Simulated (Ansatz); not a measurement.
# Optical response of NaCl, part 2 of 2

Wanted: where NaCl starts to absorb, how strongly, and its refractive index. The cell comes from an older database entry, whose edges can differ from later determinations, mostly by under a per cent.

Ansatz 0.2.0; DFT, PBE, plane-wave PAW, default files, scalar-relativistic, independent-particle optical response without local fields.

So far. Step 2 (Ground state and bands): There is a gap, 5.15 eV on the path, so no carriers' term is needed. The cell is left with a pressure of 1.0 GPa, as it stands unrelaxed at this level.

The database entry behind the starting cell differs from later determinations by our own check (an axis about 0.4 % short against later determinations), so it need not match the best structure at ambient conditions.

### 3. Spectrum

With the density converged, the vertical transitions are summed over the zone.

This step: DFT, PBE, plane-wave PAW, default files, scalar-relativistic, independent-particle optical response without local fields (Ansatz 0.2.0).

The input, input.yaml:

```yaml
crystal:
  lattice:
    - [0.0, 2.81, 2.81]
    - [2.81, 0.0, 2.81]
    - [2.81, 2.81, 0.0]
  atoms:
    - { symbol: Cl, position: [0.5, 0.5, 0.5] }
    - { symbol: Na, position: [0.0, 0.0, 0.0] }
kpoints:
  mp_grid: { grid: [7, 7, 7] }
scf:
  occupations: { method: fixed }
hamiltonian:
  xc: pbe
  pseudopotentials: { kind: paw }
output:
  optics:
    e_range: [0, 22]
    de: 0.05
    sigma: 0.1
    nscf_kmesh: { grid: [12, 12, 12] }
    bands: { spectra_wanted_up_to: 22 }
```

Command:

```bash
$ ansatz run input.yaml --threads 4 --pin off --max-ram 8192MiB --backend cpu --events-out ev --progress --plain --runs-dir out
```

Numbers of over 12 decimals in the logs are rounded to 6 here.

Output:

```text
[...]
Crystal: 2 atoms, lattice volume = 44.376 Å³
Basis set: ecut = 420 eV, 893 PW (Γ)
Bands: 12, of which v1, the nominal top of the filled ones, is band 8 counted from 1 (7 counted from 0)
Symmetry: 48 space group operations
[...]
k-points: 20 of 343
[...]
SCF iter   1: F=—  HF=-2569.549419 eV  |F-HF|=—  |Δ(HF+E_count)|=         —  Δρ=9.66e-4  dr2=5.71e-4  ethr=1.77e-3  ⟨swp⟩=5.0  Hψ=1220  notcnv=0  defer=33
[...]
SCF iter  10: F=-2569.549270 eV  HF=-2569.549270 eV  |F-HF|=0.00e0  |Δ(HF+E_count)|=  5.00e-11  Δρ=1.40e-8  dr2=3.08e-14  ethr=1.00e-12  ⟨swp⟩=3.0  Hψ=943  notcnv=0
SCF 1 converged in 10 iterations: F = -2569.549270 eV  dr2 = 3.08e-14
[...]
NSCF: frozen V_eff on 72 k-points
[...]
output.optics: what the bands over the 31 summed would add to eps1, eps2 and the energy-loss function is held between a lower and an upper bound (6 Lanczos steps). eps1, eps2 and their loss function (loss_summed_bands) are given on every row as the summed bands alone make them. Along an axis, on a row where the two bounds hold the loss function to about 1 % of the greater of itself and 0.5 % of |1/eps|, its cell (loss_completed) is given, with the completed eps1 and eps2 that it is formed of (a cell that is left empty reads nan in the table and null in the record). The two bounds hold it so along every axis on all 441 rows up to 22.000 eV. [rest of the remark cut]
SCF converged after 10 iterations
Free energy (F): -2569.549270 eV
[...]
Internal energy: -2569.549270 eV  (E = F + TS)
E sigma→0 (E₀):  -2569.549270 eV
Fermi energy:    1.186453 eV
[...]
--- Band table (eV; the first three rows and the last of 20) ---
  k-point 0: bands = [... 4 lower, -11.4938, 1.1865, 1.1865, 1.1865, 6.3353, 12.2295, 12.2295, 12.2295]
  k-point 1: bands = [... 4 lower, -11.4319, 0.7151, 1.1332, 1.1332, 6.9669, 11.6072, 12.4632, 12.4632]
  k-point 2: bands = [... 4 lower, -11.2880, -0.1283, 1.0183, 1.0183, 8.0401, 11.1822, 12.4404, 12.4404]
  k-point 19: bands = [... 4 lower, -11.0886, -0.0957, -0.0299, 0.5608, 9.9564, 10.4735, 11.2422, 12.9283]
```

The job ended after 4.7 s (4 threads of Arm Neoverse V1, shared host; peak memory 0.69 GiB).

Numbers from this step:

| Item | Value |
| --- | --- |
| electronic dielectric constant ε∞, mean over x, y and z (by symmetry where fewer were run) | 2.760 |
| absorption onset, first axis (α over 10⁴ cm⁻¹, or the direct gap if that lies higher) | 5.149 eV |
| main peak of Im epsilon, first axis | 10.81 eV |
| centre of weight of the strongest loss peak in the window | 19.03 eV |
| least direct gap on the mesh | 5.149 eV |
| bands summed | 31 |
| spectra valid up to | 32.94 eV |
| program's estimate of the k-sum error in Im epsilon | 0.14 % |
| electrons in the f-sum | 8.481 |

The Im ε, any direction by photon energy; read off at these points:

photon energy (eV), Im ε, any direction and a bar:
```
     4.50       0.00 
     5.00       0.00 
     5.50       0.47 ###
     6.00       0.71 ####
     6.50       0.92 ######
     7.00       1.22 #######
     7.50       2.38 ##############
     8.00       2.82 #################
     8.50       4.34 ##########################
     8.80       4.88 #############################
     9.00       4.45 ###########################
     9.50       3.42 #####################
    10.00       3.76 #######################
    10.50       4.37 ##########################
    10.80       4.96 ##############################
    11.00       4.43 ###########################
    11.40       4.38 ##########################
    11.50       3.97 ########################
    12.00       2.55 ###############
    12.50       2.08 #############
    13.00       1.73 ##########
    13.50       1.44 #########
    14.00       0.90 #####
    14.50       0.86 #####
    15.00       0.96 ######
    15.50       0.73 ####
    16.00       0.77 #####
    16.50       0.71 ####
    17.00       0.66 ####
    17.50       0.70 ####
    18.00       0.71 ####
    18.50       0.68 ####
    19.00       0.42 ###
    19.50       0.35 ##
    20.00       0.37 ##
    20.50       0.33 ##
    21.00       0.23 #
    21.50       0.20 #
    22.00       0.12 #
```

Re ε, any direction against photon energy:

photon energy (eV), Re ε, any direction and a bar from the least value:
```
      0.0       2.76 ##################
      0.5       2.76 ##################
      1.0       2.78 ##################
      1.5       2.81 ##################
      2.0       2.84 ###################
      2.5       2.89 ###################
      3.0       2.96 ###################
      3.5       3.06 ####################
      4.0       3.18 ####################
      4.5       3.36 #####################
      5.0       3.69 #######################
      5.5       3.98 ########################
      6.0       4.04 ########################
      6.5       4.22 #########################
      7.0       4.58 ###########################
      7.5       5.29 ##############################
      8.0       4.48 ##########################
      8.5       3.86 #######################
      9.0       1.87 ##############
      9.5       1.94 ##############
     10.0       2.24 ################
     10.5       1.65 #############
     11.0       0.10 ######
     11.5      -1.17 
     12.0      -0.97 #
     12.5      -1.01 #
     13.0      -0.46 ###
     13.5      -0.85 #
     14.0      -0.42 ####
     14.5      -0.06 #####
     15.0      -0.02 #####
     15.5       0.08 ######
     16.0       0.17 ######
     16.5       0.10 ######
     17.0       0.24 #######
     17.5       0.23 ######
     18.0       0.25 #######
     18.5       0.05 ######
     19.0       0.12 ######
     19.5       0.25 #######
     20.0       0.26 #######
     20.5       0.33 #######
     21.0       0.28 #######
     21.5       0.35 #######
     22.0       0.43 #######
```

Values under 1 per cm are given as 1. Table of absorption coefficient, any direction by photon energy:

```
photon energy (eV)  absorption coefficient, any direction (1/cm)
             0.000                                             1
             0.500                                             1
             1.000                                             1
             1.500                                             1
             2.000                                             1
             2.500                                             1
             3.000                                             1
             3.500                                             1
             4.000                                             1
             4.500                                             1
             5.000                                           264
             5.500                                         65905
             6.000                                         1.1e5
             6.500                                         1.5e5
             7.000                                         2.0e5
             7.500                                         3.8e5
             8.000                                         5.2e5
             8.500                                         8.5e5
             9.000                                         1.1e6
             9.500                                         9.6e5
            10.000                                         1.0e6
            10.500                                         1.3e6
            11.000                                         1.6e6
            11.500                                         1.9e6
            12.000                                         1.7e6
            12.500                                         1.6e6
            13.000                                         1.4e6
            13.500                                         1.5e6
            14.000                                         1.2e6
            14.500                                         1.0e6
            15.000                                         1.1e6
            15.500                                         9.0e5
            16.000                                         9.0e5
            16.500                                         9.3e5
            17.000                                         8.3e5
            17.500                                         8.9e5
            18.000                                         9.1e5
            18.500                                         1.1e6
            19.000                                         7.7e5
            19.500                                         5.9e5
            20.000                                         6.3e5
            20.500                                         5.4e5
            21.000                                         4.3e5
            21.500                                         3.5e5
            22.000                                         2.1e5
```

The loss function −Im 1/ε at q → 0, any direction has structure finer than the step of the table below, so its rows give means over 1 eV, whole bins alone (the curve runs from 0 to 22 eV). Peaks (eV: height): 19.2: 2.26, 20.9: 1.90.

Table of loss function −Im 1/ε at q → 0, any direction by energy loss; means over each step:

```
energy loss (eV)  loss function −Im 1/ε at q → 0, any direction
               4                                              0
               5                                        0.00723
               6                                         0.0414
               7                                         0.0552
               8                                          0.102
               9                                          0.183
              10                                          0.203
              11                                          0.219
              12                                          0.336
              13                                          0.509
              14                                          0.898
              15                                           1.18
              16                                           1.27
              17                                           1.37
              18                                           1.31
              19                                           2.04
              20                                           1.75
              21                                           1.55
```

Table of refractive index n and extinction k by photon energy:

```
photon energy (eV)      n       k
               0.0   1.66       0
               0.5   1.66       0
               1.0   1.67       0
               1.5   1.67       0
               2.0   1.69       0
               2.5   1.70       0
               3.0   1.72       0
               3.5   1.75       0
               4.0   1.78       0
               4.5   1.83       0
               5.0   1.92  5.2e-4
               5.5   2.00   0.118
               6.0   2.02   0.177
               6.5   2.07   0.223
               7.0   2.16   0.282
               7.5   2.35   0.505
               8.0   2.21   0.638
               8.5   2.20   0.986
               9.0   1.83    1.22
               9.5   1.71   0.999
              10.0   1.82    1.03
              10.5   1.78    1.23
              11.0   1.51    1.47
              11.5   1.22    1.63
              12.0  0.938    1.36
              12.5  0.806    1.29
              13.0  0.814    1.06
              13.5  0.639    1.12
              14.0  0.535   0.838
              14.5  0.633   0.681
              15.0  0.685   0.701
              15.5  0.638   0.572
              16.0  0.693   0.553
              16.5  0.637   0.557
              17.0  0.688   0.481
              17.5  0.694   0.502
              18.0  0.709   0.500
              18.5  0.607   0.564
              19.0  0.523   0.398
              19.5  0.587   0.301
              20.0  0.596   0.309
              20.5  0.632   0.260
              21.0  0.562   0.202
              21.5  0.615   0.162
              22.0  0.665  0.0939
```

Optical constants at common wavelengths, from n + ik = √ε:

```
wavelength (nm)     n      k  R (%)        1/α
           1550  1.67  0.000    6.2  over 1 mm
            800  1.68  0.000    6.4  over 1 mm
            633  1.69  0.000    6.5  over 1 mm
            365  1.74  0.000    7.3  over 1 mm
            308  1.79  0.000    8.0  over 1 mm
            248  1.92  0.001    9.9      38 µm
            193  2.06  0.215   12.4      71 nm
```

Rows near the edge hang on the gap, which this functional as a rule makes too small, and phonon-assisted absorption is left out.

A film 1 µm thick would pass 88 % of daylight and look colourless in transmission (x = 0.313, y = 0.330).

The f-sum over the summed bands holds 8.5 of the cell's 16 electrons outside the frozen cores, 10 of which lie in bands more than 12 eV below the Fermi level, whose transitions come at higher energies. Up to 22 eV the strength has a mean oscillator energy of 10.7 eV, close to the main peak.

### 4. Static response with local fields

A static field by perturbation theory: the induced potential is included, and the Born charges come with it.

This step: DFT, PBE, plane-wave PAW, default files, scalar-relativistic, static field response by perturbation theory with local fields (Ansatz 0.2.0).

input.yaml, the sections that differ from step 3:

```yaml
dielectric: {}
# crystal, kpoints, scf, hamiltonian: as in step 3
# output: removed
```

Output:

```text
[...]
Crystal: 2 atoms, lattice volume = 44.376 Å³
Basis set: ecut = 420 eV, 893 PW (Γ), exchange–correlation on 54×54×54 points (8 copies of the dense FFT grid, shifted against one another)
Bands: 12, of which v1, the nominal top of the filled ones, is band 8 counted from 1 (7 counted from 0)
Symmetry: 48 space group operations
k-points: 40 of 343 (irreducible under 8 space group operations, time reversal used)
[...]
SCF iter   1: F=—  HF=-2569.549438 eV  |F-HF|=—  |Δ(HF+E_count)|=         —  Δρ=9.89e-4  dr2=6.03e-4  ethr=1.77e-3  ⟨swp⟩=5.0  Hψ=2444  notcnv=0  defer=70
[...]
SCF iter  10: F=-2569.549291 eV  HF=-2569.549291 eV  |F-HF|=4.55e-13  |Δ(HF+E_count)|=  1.66e-10  Δρ=8.32e-9  dr2=9.49e-15  ethr=1.00e-12  ⟨swp⟩=2.0  Hψ=1851  notcnv=0
SCF 1 converged in 10 iterations: F = -2569.549291 eV  dr2 = 9.49e-15
[...]
DFPT response loops at Γ: preconditioner auto → none (the input reference at scf.mixing.eps_inf says where Resta's filter doesn't serve); β = 0.50; Broyden in place of MSR1
SCF converged after 10 iterations
Free energy (F): -2569.549291 eV
[...]
Internal energy: -2569.549291 eV  (E = F + TS)
E sigma→0 (E₀):  -2569.549291 eV
Fermi energy:    1.186298 eV
[...]
--- Band table (eV; the first three rows and the last of 40) ---
  k-point 0: bands = [... 4 lower, -11.4940, 1.1863, 1.1863, 1.1863, 6.3353, 12.2295, 12.2295, 12.2295]
  k-point 1: bands = [... 4 lower, -11.4321, 0.7150, 1.1331, 1.1331, 6.9669, 11.6072, 12.4631, 12.4631]
  k-point 2: bands = [... 4 lower, -11.2881, -0.1285, 1.0181, 1.0181, 8.0401, 11.1822, 12.4402, 12.4402]
  k-point 39: bands = [... 4 lower, -11.0887, -0.0958, -0.0300, 0.5606, 9.9563, 10.4734, 11.2421, 12.9281]
--- Dielectric response (ions clamped): 1 representative field direction + reference, on 40 of 343 k-points (Σ response iterations 7) ---
  k mesh reduced under 8 symmetry operations, with k and −k counted as one. Each operation leaves every solved perturbation unchanged. A smaller set is not considered because the run solves the response to a homogeneous field
  ε∞ (high-frequency dielectric tensor):
        2.513107     0.000000     0.000000
        0.000000     2.513107    -0.000000
       -0.000000    -0.000000     2.513107
  Born effective charges Z* (e; rows j = field, columns β = displacement):
    site 0:
        -1.09541   -0.00000    0.00000
         0.00000   -1.09541    0.00000
         0.00000    0.00000   -1.09541
    site 1:
         1.09541    0.00000   -0.00000
        -0.00000    1.09541   -0.00000
        -0.00000   -0.00000    1.09541
  Z* charge neutrality: 2.398e-5 e pre-enforcement
  k-mesh period / interband length: 27.8 Å / 1.26 Å = 22.00 at k = (0.0000, 0.0000, 0.0000), direct gap 5.149 eV — 14 or more, which is no proof of convergence
```

Run time: 1.9 s. Hardware: 4 threads; peak memory 0.33 GiB; 6.7 s of CPU time.

Numbers from this step:

| Item | Value |
| --- | --- |
| electronic dielectric constant ε∞, mean over x, y and z (by symmetry where fewer were run) | 2.513 |

ε∞ with local fields:

```
2.51 0.00 0.00
0.00 2.51 0.00
0.00 0.00 2.51
```

Diagonal elements. Born, by row:

```
atom  Z*xx (e)  Z*yy (e)  Z*zz (e)
 Cl1    -1.095    -1.095    -1.095
 Na2     1.095     1.095     1.095
```

Mean Born charges are Cl -1.10 and Na +1.10, against formal valences of -1 and +1. The largest lies a little above its ionic value.

### 5. Results

* gap on the path: 5.15 eV
* least direct gap on the path: 5.15 eV
* electronic dielectric constant ε∞, mean over x, y and z (by symmetry where fewer were run) (independent particles): 2.76
* absorption onset, first axis (α over 10⁴ cm⁻¹, or the direct gap if that lies higher): 5.15 eV
* main peak of Im epsilon, first axis: 10.8 eV
* centre of weight of the strongest loss peak in the window, first axis: 19.0 eV
* electronic dielectric constant ε∞, mean over x, y and z (by symmetry where fewer were run) (static response with local fields): 2.51

In words: At this level (PBE, independent particles) NaCl has ε∞ = 2.76 (2.51 with local fields) and n = 1.67 at 1550 nm; absorption sets in near 5.1 eV, and Im ε peaks at 10.8 eV. The gap on the path is direct, 5.15 eV. Absorption passes 10⁴ cm⁻¹ from the direct gap on, 5.15 eV, in the ultraviolet, so the visible is passed. The strongest loss structure up to 22 eV has its centre of weight at 19.0 eV; a free-electron gas of the 8.5 electrons in the f-sum would put its plasmon at 16.2 eV. Distinct maxima of Im ε, read by a parabola through the highest points, lie at 8.80 eV (4.9), 10.81 eV (5.0) and 11.40 eV (4.4). The f-sum over the summed bands holds 8.5 of the cell's 16 electrons outside the frozen cores, 10 of which lie in bands more than 12 eV below the Fermi level, whose transitions come at higher energies. Up to 22 eV the strength has a mean oscillator energy of 10.7 eV, close to the main peak. A film 1 µm thick would pass 88 % of daylight and look colourless in transmission (x = 0.313, y = 0.330). With local fields and the functional's kernel the static response is 2.51 against 2.76 for independent particles (-9 %). In the base spectrum excitons and phonon-assisted transitions are missing, and so are local fields; PBE gaps are as a rule too small, which pulls the onset down and ε∞ up. In the base run ε includes the program's bounded estimate of what the bands above those summed add.

[Logs are printed without paths, hosts, clocks, repeated set-up lines and the standing remarks that a program may print on its own settings, such as how far it seeks lower states.]

[Hosts, paths, dates, database ids (printed as entryN), source tags and the programs' standing remarks are cut or masked in the printed files.]
